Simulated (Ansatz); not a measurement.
## Phonons of Ti3InC (Pm-3m) against volume

Does Ti3InC (Pm-3m) expand much on heating, by its phonons?

Method: DFT PBEsol, scalar-relativistic, plane waves, PAW; PAW set soft_1, in Ansatz 0.2.0.

### 1. The structure

It takes space group Pm-3m (No. 221, cubic). Conventional cell: a = 4.198 Å, b = 4.198 Å, c = 4.198 Å, α = 90.00°, β = 90.00°, γ = 90.00°. Ti has 2 C at 2.10 Å and 8 Ti at 2.97 Å and 4 In at 2.97 Å nearest. Nearest to In lie 12 Ti at 2.97 Å. Nearest to C lie 6 Ti at 2.10 Å. Farther neighbours, and contacts between anions beyond the nearest, are not listed.

### 2. The dispersion

Stability and thermal properties need the whole zone. Linear response on a 4×4×4 q mesh gives force constants as far as a supercell of that size would.

input.yaml reads:

```yaml
crystal:
  lattice:
    - [4.1984094023, 0.0, 0.0]
    - [0.0, 4.1984094023, 0.0]
    - [0.0, 0.0, 4.1984094023]
  atoms:
    - { symbol: Ti, position: [0.5, 0.5, 0.0] }
    - { symbol: Ti, position: [0.5, 0.0, 0.5] }
    - { symbol: Ti, position: [0.0, 0.5, 0.5] }
    - { symbol: In, position: [0.0, 0.0, 0.0] }
    - { symbol: C, position: [0.5, 0.5, 0.5] }
kpoints:
  mp_grid: { grid: [8, 8, 8] }
hamiltonian:
  xc: pbesol
  pseudopotentials: { kind: paw, azcp: { folder: soft_1 }, xc_functional: pbe }
scf:
  occupations: { method: methfessel_paxton, width: 0.2 }
output:
  eigenvalues: true
phonons:
  method: dfpt
  qmesh: [4, 4, 4]
  temperatures: { t_max: 1000, t_step: 50 }
  qpath:
    path:
      - [[0.0, 0.0, 0.0], [0.0, 0.5, 0.0], [0.5, 0.5, 0.0], [0.0, 0.0, 0.0], [0.5, 0.5, 0.5], [0.0, 0.5, 0.0]]
      - [[0.5, 0.5, 0.5], [0.5, 0.5, 0.0]]
    npoints: 10
```

Launch:

```console
$ ansatz run input.yaml --threads 4 --pin off --max-ram 10240MiB --backend cpu --events-out ev --progress --plain --runs-dir out
```

What it wrote:

```text
Engine: ansatz 0.2.0, aarch64-unknown-linux-gnu
Pseudopotentials: kind: paw
Pseudopotential: Ti, paw, valence charge 12, recommended cutoff 420 eV (normal), soft_1/Ti.paw.azcp
Pseudopotential: In, paw, valence charge 13, recommended cutoff 420 eV (normal), soft_1/In.paw.azcp
Pseudopotential: C, paw, valence charge 4, recommended cutoff 420 eV (normal), soft_1/C.paw.azcp
Functional definition: PBEsol
  exchange = pbesol_x
  correlation = pbesol_c
Crystal: 5 atoms, lattice volume = 74.004 Å³
Basis set: ecut = 420 eV, 1419 PW (Γ), exchange–correlation on 60×60×60 points (8 copies of the dense FFT grid, shifted against one another)
Bands: 32, of which v1, the nominal top of the filled ones, is band 27 counted from 1 (26 counted from 0)
Symmetry: 48 space group operations
k-points: 35 of 512
Non-local potential: Ti, projectors of the file, l = 0: 3, l = 1: 2, l = 2: 3, l = 3: 1
Non-local potential: In, projectors of the file, l = 0: 2, l = 1: 2, l = 2: 2, l = 3: 1
Non-local potential: C, projectors of the file, l = 0: 2, l = 1: 2, l = 2: 1
PAW form: soft (Blöchl's): semilocal exchange-correlation on the pseudo side does not see the compensation charge
PAW frozen core: Ti, regenerated for the run's functional, and the local potential with it (the file was generated under x = pbe(κ = 0.804, μ = 0.219515), c = pbe(β = 0.066725))
PAW frozen core: In, regenerated for the run's functional, and the local potential with it (the file was generated under x = pbe(κ = 0.804, μ = 0.219515), c = pbe(β = 0.066725))
PAW frozen core: C, regenerated for the run's functional, and the local potential with it (the file was generated under x = pbe(κ = 0.804, μ = 0.219515), c = pbe(β = 0.066725))
PAW one-centre angular grid: Ti, 590 points (default); XC on 64 Gauss nodes
PAW one-centre angular grid: In, 590 points (default); XC on 64 Gauss nodes
PAW one-centre angular grid: C, 110 points (default); XC on 64 Gauss nodes
Initial density: superposition of atomic densities (chi_scale 0.1, normalization cell, long waves kept (reshape's long-wave potential 0.00 eV rms))
Initial wavefunctions: pseudopotential atomic-orbital guess
Functional: x = pbesol(κ = 0.804, μ = 0.123457), c = pbesol(β = 0.046)
SCF iter   1: F=—  HF=-13199.378670 eV  |F-HF|=—  |Δ(HF+E_count)|=         —  Δρ=8.08e-2  dr2=9.05e0  ethr=3.10e-3  ⟨swp⟩=4.1  Hψ=3653  notcnv=0
preconditioner: auto → Kerker (q_TF=auto, 2.581 Å⁻¹)  [metal: Δε(μ)=0.046 eV  Ē_g=8.145 eV  σ=0.200 eV  W_gap=0.19  n_scr=18 (ndim 8)  ℏωp=23.2 eV  f_vac=0.000  D(μ)=3.40/eV (n_scr^D=26)]
SCF iter   2: F=—  HF=-13197.490431 eV  |F-HF|=—  |Δ(HF+E_count)|=    1.89e0  S|Δr|=    0.00e0  Δρ=3.02e-2  dr2=1.73e0  ethr=3.10e-3  ⟨swp⟩=2.0  Hψ=2098  notcnv=0  defer=3
SCF iter   3: F=—  HF=-13197.072206 eV  |F-HF|=—  |Δ(HF+E_count)|=   4.18e-1  S|Δr|=    0.00e0  Δρ=1.23e-2  dr2=2.14e-1  ethr=3.10e-3  ⟨swp⟩=2.0  Hψ=1794  notcnv=0  defer=3
SCF iter   4: F=—  HF=-13197.001181 eV  |F-HF|=—  |Δ(HF+E_count)|=   7.10e-2  S|Δr|=    0.00e0  Δρ=1.90e-3  dr2=7.08e-3  ethr=4.04e-4  ⟨swp⟩=2.0  Hψ=1386  notcnv=0  defer=3
SCF iter   5: F=—  HF=-13196.999226 eV  |F-HF|=—  |Δ(HF+E_count)|=   1.96e-3  S|Δr|=    0.00e0  Δρ=5.91e-4  dr2=1.81e-4  ethr=1.34e-5  ⟨swp⟩=2.0  Hψ=1767  notcnv=0  defer=3
SCF iter   6: F=—  HF=-13196.999212 eV  |F-HF|=—  |Δ(HF+E_count)|=   1.45e-5  S|Δr|=    0.00e0  Δρ=1.61e-4  dr2=2.00e-5  ethr=3.42e-7  ⟨swp⟩=2.0  Hψ=1675  notcnv=0  defer=3
SCF iter   7: F=—  HF=-13196.999211 eV  |F-HF|=—  |Δ(HF+E_count)|=   9.28e-8  S|Δr|=    0.00e0  Δρ=3.74e-5  dr2=1.00e-6  ethr=3.77e-8  ⟨swp⟩=2.0  Hψ=1605  notcnv=0  defer=3
SCF iter   8: F=—  HF=-13196.999207 eV  |F-HF|=—  |Δ(HF+E_count)|=   4.29e-6  S|Δr|=    0.00e0  Δρ=7.01e-6  dr2=4.69e-8  ethr=1.89e-9  ⟨swp⟩=2.0  Hψ=1626  notcnv=0  defer=3
SCF iter   9: F=—  HF=-13196.999207 eV  |F-HF|=—  |Δ(HF+E_count)|=   9.20e-9  S|Δr|=    0.00e0  Δρ=1.48e-6  dr2=1.94e-9  ethr=8.85e-11  ⟨swp⟩=2.0  Hψ=1425  notcnv=0  defer=3
SCF iter  10: F=—  HF=-13196.999207 eV  |F-HF|=—  |Δ(HF+E_count)|=  4.33e-10  S|Δr|=    0.00e0  Δρ=3.60e-7  dr2=1.10e-10  ethr=3.67e-12  ⟨swp⟩=2.0  Hψ=1422  notcnv=0  defer=3
SCF iter  11: F=-13196.999207 eV  HF=-13196.999207 eV  |F-HF|=1.82e-12  |Δ(HF+E_count)|=  2.73e-11  S|Δr|=    0.00e0  Δρ=7.50e-8  dr2=2.74e-12  ethr=1.00e-12  ⟨swp⟩=5.8  Hψ=4579  notcnv=0
SCF 1 converged in 11 iterations: F = -13196.999207 eV  dr2 = 2.74e-12
  greatest PAW one-centre occupation: 0.998 electrons in one spin orbital (limit 2), on the Ti atom at site 2 (counted from 0), in its partial waves of l = 0
phonons: the bands overlap, so this run is a metal and interpolates without the dipole-dipole term. If the crystal is really an insulator or semiconductor, its LO-TO splitting is missing
NSCF: frozen V_eff on 35 k-points
NSCF: frozen V_eff on 125 k-points
DFPT response loops at q = (0, 0, 0) (fractional): preconditioner auto → Kerker (q_TF=auto, 2.581 Å⁻¹) (partly filled bands, converged f_vac=0.000); β = 1.00, the filter's whole step (`scf.mixing.beta` (0.50) is not read by the response loops under this deck's `scf.mixing.preconditioner`; to damp them name `kerker` or `kerker_dos`, under which they read `scf.mixing.beta`, and type it under 1.00, their step now; both keys bind the ground state too); Broyden in place of MSR1
NSCF: frozen V_eff on 400 k-points
DFPT response loops at q = (0, 0, 0.25) (fractional): mixed as the last ones told, above
NSCF: frozen V_eff on 250 k-points
DFPT response loops at q = (0, 0, -0.5) (fractional): mixed as the last ones told, above
NSCF: frozen V_eff on 640 k-points
DFPT response loops at q = (0, 0.25, 0.25) (fractional): mixed as the last ones told, above
NSCF: frozen V_eff on 400 k-points
DFPT response loops at q = (0, 0.25, -0.5) (fractional): mixed as the last ones told, above
NSCF: frozen V_eff on 250 k-points
DFPT response loops at q = (0, -0.5, -0.5) (fractional): mixed as the last ones told, above
NSCF: frozen V_eff on 1024 k-points
DFPT response loops at q = (0.25, 0.25, 0.25) (fractional): mixed as the last ones told, above
NSCF: frozen V_eff on 640 k-points
DFPT response loops at q = (0.25, 0.25, -0.5) (fractional): mixed as the last ones told, above
NSCF: frozen V_eff on 400 k-points
DFPT response loops at q = (0.25, -0.5, -0.5) (fractional): mixed as the last ones told, above
NSCF: frozen V_eff on 250 k-points
DFPT response loops at q = (-0.5, -0.5, -0.5) (fractional): mixed as the last ones told, above
SCF converged after 11 iterations
Stability not checked: this state was not tested for a lower state beside it, because cold or Methfessel-Paxton smearing, or corrected tetrahedra, fill the levels in a way that the test cannot read (fill_not_monotonic; see scf.lower_state_search)
Free energy (F): -13196.999207 eV
Harris-Foulkes:  -13196.999207 eV  (|F-HF|=1.82e-12)
Internal energy: -13196.997304 eV  (E = F + TS)
E sigma→0 (E₀):  -13196.998731 eV
Entropy (-TS):   -0.001903 eV (-0.381 meV/atom)
Fermi energy:    14.207264 eV
--- Per-component energies (eV) ---
  E_band       = -394.397359
  E_kinetic    = 1151.296196
  E_local      = -3454.115410  (includes V_loc(G=0)·N_el)
  E_nonlocal   = 537.051350
  E_hartree    = 1381.061900
  E_xc         = -537.681381
  E_vxc        = -587.152977  (∫ρ·V_xc dr)
  E_paw        = -7284.635833  (= ΣΔE_a)
  E_vpaw       = -803.600122  (= ΣTr[D̂ρ^β])
  E_aug_tail   = -0.000115  (compensation charges beyond the density's cutoff)
  E_ewald      = -4990.649168
  E_core_change = 0.675158  (= ΣΔE_core)
  E_smearing   = -0.001903  (= −TS)
  E_closure    = -0.000000  (closes the sum)
  Σ components = -13196.999207   (vs F -13196.999207, Δ=0.00e0)
--- Band table (eV; the first three rows and the last of 35) ---
  k-point 0: bands = [... 23 lower, 12.7273, 12.8155, 12.8155, 12.8155, 15.6761, 15.6761, 15.6761, 16.2810, ... 1 higher]
  k-point 1: bands = [... 23 lower, 12.8223, 12.8223, 12.8485, 12.8503, 15.4512, 15.5312, 15.5312, 15.6053, ... 1 higher]
  k-point 2: bands = [... 23 lower, 12.7553, 12.7553, 12.9413, 13.1876, 14.8489, 15.4292, 15.4691, 15.4691, ... 1 higher]
  k-point 34: bands = [... 23 lower, 12.5104, 12.5104, 14.5274, 14.5274, 14.5274, 14.5639, 14.5639, 14.5639, ... 1 higher]
--- Phonons (Γ-DFPT): 4 representative perturbations + reference (Σ response iterations 13) ---
  ASR residual: 3.004e-5 → 0.000e0 eV/Å²; symmetrization residual: 2.953e-6 eV/Å²
  ASR residual per site (eV/Å²): 3.00e-5 3.00e-5 3.00e-5 6.38e-7 6.28e-6
  Γ frequencies (cm⁻¹): 0.00 0.00 0.00 168.60 168.60 168.60 241.48 241.48 241.48 269.31 269.31 269.31 661.72 661.72 661.72
--- Phonons (arbitrary-q DFPT): 10 irreducible q on the 4×4×4 mesh ---
  q = [0.0000, 0.0000, 0.0000] (star 1, of the zone-centre solve; hermiticity 2.84e-7, symmetrization 3.79e-12): -0.00 -0.00 0.00 168.60 168.60 168.60 241.48 241.48 241.48 269.31 269.31 269.31 661.72 661.72 661.72
  q = [0.0000, 0.0000, 0.2500] (star 6, 9 solved perturbations in 1560 linear systems a pass and spin channel, the states on 200 of 512 k-point pairs; hermiticity 5.60e-7, symmetrization 7.94e-13): 73.67 73.67 107.36 167.66 167.66 189.34 237.85 237.85 247.31 254.85 254.85 281.63 646.69 657.79 657.79
  q = [0.0000, 0.0000, -0.5000] (star 3, 9 solved perturbations in 975 linear systems a pass and spin channel, the states on 125 of 512 k-point pairs; hermiticity 3.15e-7, symmetrization 5.16e-13): 121.04 121.04 143.05 162.19 162.19 181.10 227.49 228.70 228.70 239.59 239.59 331.61 626.67 654.45 654.45
  q = [0.0000, 0.2500, 0.2500] (star 12, 9 solved perturbations in 2460 linear systems a pass and spin channel, the states on 320 of 512 k-point pairs; hermiticity 3.44e-7, symmetrization 1.43e-13): 81.55 97.55 132.90 167.87 182.90 184.05 222.69 231.50 240.78 255.26 270.98 291.12 639.50 640.82 653.96
  q = [0.0000, 0.2500, -0.5000] (star 12, 15 solved perturbations on 200 of 512 k-point pairs; hermiticity 4.92e-7, symmetrization 2.50e-14): 100.86 122.47 128.35 159.58 167.40 200.59 206.02 217.46 227.40 256.62 274.91 337.74 617.78 634.16 649.34
  q = [0.0000, -0.5000, -0.5000] (star 3, 9 solved perturbations in 975 linear systems a pass and spin channel, the states on 125 of 512 k-point pairs; hermiticity 6.92e-7, symmetrization 3.68e-13): 95.50 95.50 98.06 137.69 183.03 202.91 202.91 210.19 210.19 260.68 312.48 355.28 611.24 611.24 646.15
  q = [0.2500, 0.2500, 0.2500] (star 8, 4 solved perturbations in 1376 linear systems a pass and spin channel, the states on 512 of 512 k-point pairs; hermiticity 4.07e-7, symmetrization 1.04e-12): 95.68 95.68 138.50 170.94 170.94 201.26 203.92 242.27 242.27 272.26 272.26 300.70 632.75 637.06 637.06
  q = [0.2500, 0.2500, -0.5000] (star 12, 9 solved perturbations in 2460 linear systems a pass and spin channel, the states on 320 of 512 k-point pairs; hermiticity 4.17e-7, symmetrization 1.03e-12): 106.45 113.22 114.33 160.09 168.62 173.75 227.37 228.89 260.43 261.33 280.80 343.91 614.39 631.52 633.15
  q = [0.2500, -0.5000, -0.5000] (star 6, 9 solved perturbations in 1560 linear systems a pass and spin channel, the states on 200 of 512 k-point pairs; hermiticity 4.34e-7, symmetrization 1.90e-13): 99.47 99.47 121.69 122.57 166.14 166.14 244.98 244.98 261.10 264.38 316.56 363.00 612.21 612.21 631.88
  q = [-0.5000, -0.5000, -0.5000] (star 1, 4 solved perturbations in 350 linear systems a pass and spin channel, the states on 125 of 512 k-point pairs; hermiticity 8.18e-8, symmetrization 1.10e-12): 106.24 106.24 106.24 145.73 145.73 145.73 272.35 272.35 272.35 321.64 321.64 387.17 615.36 615.36 615.36
  sum rule: each row above includes the acoustic sum rule's correction from the zone centre's row sums; it moved no ω² by more than (0.41 cm⁻¹)²
  mesh force constants: q→R imaginary residual 8.63e-19; ASR residual 3.004e-5 → 0.000e0 eV/Å²; symmetrization residual 1.776e-14 eV/Å²
  interpolated dispersion: 62 rows × 15 modes
  density of states and harmonic sums: on the 16×16×16 q-mesh, interpolated from the force constants of a 4×4×4 supercell (no non-analytic term)
  largest difference from the sums on the solved wave vectors: F 1.16e-2 eV, S 1.55e-5 and C_V 3.98e-6 eV/K
  zero-point energy: 0.266570 eV/cell   skipped modes (ω ≤ 0): 3   left out of the sums: 4.88e-5 of the cell's modes: C_V's classical limit lies that fraction below 3 k_B per atom; for a crystal, a wire or a layer, F and S can be off by more, and a phonons.interpolated_qmesh denser along its periods is the remedy for the sampling
```

Run time: 21 min. Hardware: 4 threads of Arm Neoverse V1, shared host; peak memory 3.3 GiB.

In the SCF lines HF is the Harris–Foulkes energy and dr2 the Hartree energy of the density residual, in eV; the loop may stop once dr2 is under the threshold and the program's other checks hold. Hψ counts applications of the Hamiltonian.

Read from the output:

* volume per atom: 14.80 Å³
* gap on the k-mesh: 0 eV
* sum-rule residual before enforcement: 3.00e-5 eV/Å²
* lowest frequency on the path: 0 cm⁻¹
* point group: m-3m
* highest frequency on path, mesh or solved points: 661.7 cm⁻¹
* mean frequency: 286.7 cm⁻¹
* Debye temperature (second moment): 634 K
* logarithmic mean frequency: 237.4 cm⁻¹
* highest optical mode at the zone centre (no LO-TO term): 661.7 cm⁻¹
* lowest optical zone-centre mode: 168.6 cm⁻¹
* lowest mode on the q mesh (acoustic modes at Γ apart): 73.67 cm⁻¹
* zero-point energy per atom: 53.31 meV
* heat capacity at 300 K: 20.78 J/(mol atoms K)
* vibrational entropy at 300 K: 24.11 J/(mol atoms K)
* edges of the widest gap between branches, on path and mesh: 387.2, 611.2 cm⁻¹

Frequencies (cm⁻¹) solved at each irreducible wavevector; negative means imaginary. Frequencies by wavevector, by row:

| q in reciprocal lattice units | star | mode 1 | mode 2 | mode 3 | mode 4 | mode 13 | mode 14 | mode 15 |
| --- | --- | --- | --- | --- | --- | --- | --- | --- |
| 0 0 0 | 1 | 0 | 0 | 0 | 168.6 | 661.7 | 661.7 | 661.7 |
| 0 0 0.25 | 6 | 73.7 | 73.7 | 107.4 | 167.7 | 646.7 | 657.8 | 657.8 |
| 0 0 -0.5 | 3 | 121 | 121 | 143.1 | 162.2 | 626.7 | 654.5 | 654.5 |
| 0 0.25 0.25 | 12 | 81.5 | 97.5 | 132.9 | 167.9 | 639.5 | 640.8 | 654 |
| 0 0.25 -0.5 | 12 | 100.9 | 122.5 | 128.3 | 159.6 | 617.8 | 634.2 | 649.3 |
| 0 -0.5 -0.5 | 3 | 95.5 | 95.5 | 98.1 | 137.7 | 611.2 | 611.2 | 646.1 |
| 0.25 0.25 0.25 | 8 | 95.7 | 95.7 | 138.5 | 170.9 | 632.8 | 637.1 | 637.1 |
| 0.25 0.25 -0.5 | 12 | 106.5 | 113.2 | 114.3 | 160.1 | 614.4 | 631.5 | 633.1 |
| 0.25 -0.5 -0.5 | 6 | 99.5 | 99.5 | 121.7 | 122.6 | 612.2 | 612.2 | 631.9 |
| -0.5 -0.5 -0.5 | 1 | 106.2 | 106.2 | 106.2 | 145.7 | 615.4 | 615.4 | 615.4 |

Symmetry leaves 10 wavevectors to solve. The lowest mode among them, the acoustic zeros apart, lies at q = (0, 0, 0.25) and is real, 73.7 cm⁻¹.

### 3. Relaxing at another volume, volume ratio 0.97

The volume is scaled by 0.97 and held; symmetry leaves nothing to relax, so this is a single point. The modes can then be followed against volume.

input.yaml, the sections that differ from step 2:

```yaml
crystal:
  lattice:
    - [4.1559983269, 0.0, 0.0]
    - [0.0, 4.1559983269, 0.0]
    - [0.0, 0.0, 4.1559983269]
  atoms:
    - { symbol: Ti, position: [0.5, 0.5, 0.0] }
    - { symbol: Ti, position: [0.5, 0.0, 0.5] }
    - { symbol: Ti, position: [0.0, 0.5, 0.5] }
    - { symbol: In, position: [0.0, 0.0, 0.0] }
    - { symbol: C, position: [0.5, 0.5, 0.5] }
output:
  forces: true
  stress: true
  eigenvalues: true
# kpoints, hamiltonian, scf: as in step 2
# phonons: removed
```

What it wrote:

```text
[...]
Crystal: 5 atoms, lattice volume = 71.784 Å³
Basis set: ecut = 420 eV, 1365 PW (Γ), exchange–correlation on 60×60×60 points (8 copies of the dense FFT grid, shifted against one another)
Bands: 32, of which v1, the nominal top of the filled ones, is band 27 counted from 1 (26 counted from 0)
Symmetry: 48 space group operations
[...]
k-points: 35 of 512
[...]
k-point 0: bands = [... 23 lower, 13.1968, 13.2649, 13.2649, 13.2649, 16.2520, 16.2520, 16.2520, 16.8729, ... 1 higher]
  k-point 1: bands = [... 23 lower, 13.2812, 13.2812, 13.3000, 13.3216, 16.0118, 16.0970, 16.0970, 16.1779, ... 1 higher]
  k-point 2: bands = [... 23 lower, 13.2183, 13.2183, 13.3918, 13.6709, 15.3934, 15.9939, 16.0296, 16.0296, ... 1 higher]
  k-point 34: bands = [... 23 lower, 13.0097, 13.0097, 15.0613, 15.0613, 15.0613, 15.0843, 15.0843, 15.0843, ... 1 higher]
[key lines of the parts left out:]
SCF converged after 8 iterations
Free energy (F): -13196.964086 eV
Fermi energy:    14.713748 eV
P = ⅓ Tr σ = 5.1902 GPa (51.902 kbar)
```

Run time: 1.6 s. Hardware: 4 threads; peak memory 0.41 GiB; 5.8 s of CPU time.

Numbers from this step:

```yaml
pressure: 5.190 GPa
volume_per_atom: 14.36 Å³
```

The run ends at a pressure of 5.19 GPa.

(Continued in part 2 of 2.)

[Long decimals in the printed logs are rounded to 6 places.]

[Logs are printed without paths, hosts, clocks, repeated set-up lines and the standing remarks that a program may print on its own settings, such as how far it seeks lower states.]

[Hosts, paths, dates, database ids (printed as entryN), source tags and the programs' standing remarks are cut or masked in the printed files.]

[Where the starting crystal was built by hand or by swapping elements, it need not be the compound's stable phase.]
